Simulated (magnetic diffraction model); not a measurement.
## NdNiPb₃: what an assumed order does to the neutron pattern

Space group I4mm (no. 107), a = 4.8630 Å, c = 11.0280 Å.

```csv
site,atom,x,y,z
4b,Pb,0,1/2,0.4020
2a,Pb,0,0,0.2323
2a,Nd,1/2,1/2,0.1636
2a,Ni,1/2,1/2,0.4995
```

This is a made-up structure (elements placed in a structure type, unrelaxed), so the numbers test the method and describe no known phase.

Only Nd is taken to order (form factors of Nd3+); orders and moment sizes are assumed, and not adapted to the symmetry. Radiation: neutrons of λ = 2.567 Å, 2° to 80°; isotropic B of 0.2 Å² (Pb), 0.21 Å² (Nd) and 0.24 Å² (Ni). The intensities are simulated: I ∝ L Σ (|F_N|² + |F_M⊥|²) for unpolarised neutrons, with F_M = 2.695 fm/μB × Σ f(s) S exp(2πi Q·r) exp(−B s²) at Q = H ± k (one set where k and −k are equivalent), only the part normal to Q counting and L = 1/(sin²θ cos θ). For a modulated order the moment at position r is S exp(−2πi k·r) + c.c., with S = m/2 for a sine wave of amplitude m and S = m(u + iv)/2 for moments turning in a plane, u and v being orthogonal unit vectors in it; the phase factor of the sum at Q = H + k is then exp(2πi H·r). Form factors are spin-only for 3d ions and dipole or tabulated for f ions, scattering lengths are Sears's of 1992, and absorption is left out. A label names one of the reflections at its angle. The strongest nuclear line in the range is 100, and lines under 0.2 are left out.

Assume the order k = (0 0 1/5), moments turning in the plane of [001] and [100], 0.96 μB on Nd.

Predict the pattern, nuclear and magnetic parts apart.

```tsv
2θ (°)	index	nuclear	magnetic
2.67	(0 0 1/5)	0.0	17.4
24.18	(0 0 9/5)	0.0	0.2
26.92	(0 0 2)	10.0	0.0
32.51	(1 0 4/5)	0.0	0.7
33.53	(1 0 1)	17.4	0.0
34.75	(1 0 6/5)	0.0	0.6
43.83	(1 1 0)	6.3	0.0
43.92	(1 1 1/5)	0.0	0.4
49.59	(1 0 14/5)	0.0	0.2
50.69	(1 1 9/5)	0.0	0.3
51.91	(1 0 3)	40.1	0.0
52.19	(1 1 2)	100.0	0.0
53.83	(1 1 11/5)	0.0	0.2
55.49	(0 0 4)	14.4	0.0
63.72	(2 0 0)	99.8	0.0
70.47	(2 0 2)	7.6	0.0
73.27	(1 1 4)	65.3	0.0
73.38	(2 1 4/5)	0.0	0.3
73.96	(2 1 1)	9.4	0.0
74.67	(2 1 6/5)	0.0	0.3
79.43	(1 0 5)	25.5	0.0
```

The strongest magnetic line in the range is (0 0 1/5) at 2.67° (17.4). On top of the Lorentz factor, which all lines share, magnetic lines fade with angle because f falls: for Nd3+ it is 0.98, 0.90, 0.79 and 0.54 at sin θ/λ = 0.1, 0.2, 0.3 and 0.5 Å⁻¹, while nuclear lengths stay constant. The order has no net moment.

[Logs are printed without paths, hosts, clocks, repeated set-up lines and the standing remarks that a program may print on its own settings, such as how far it seeks lower states.]
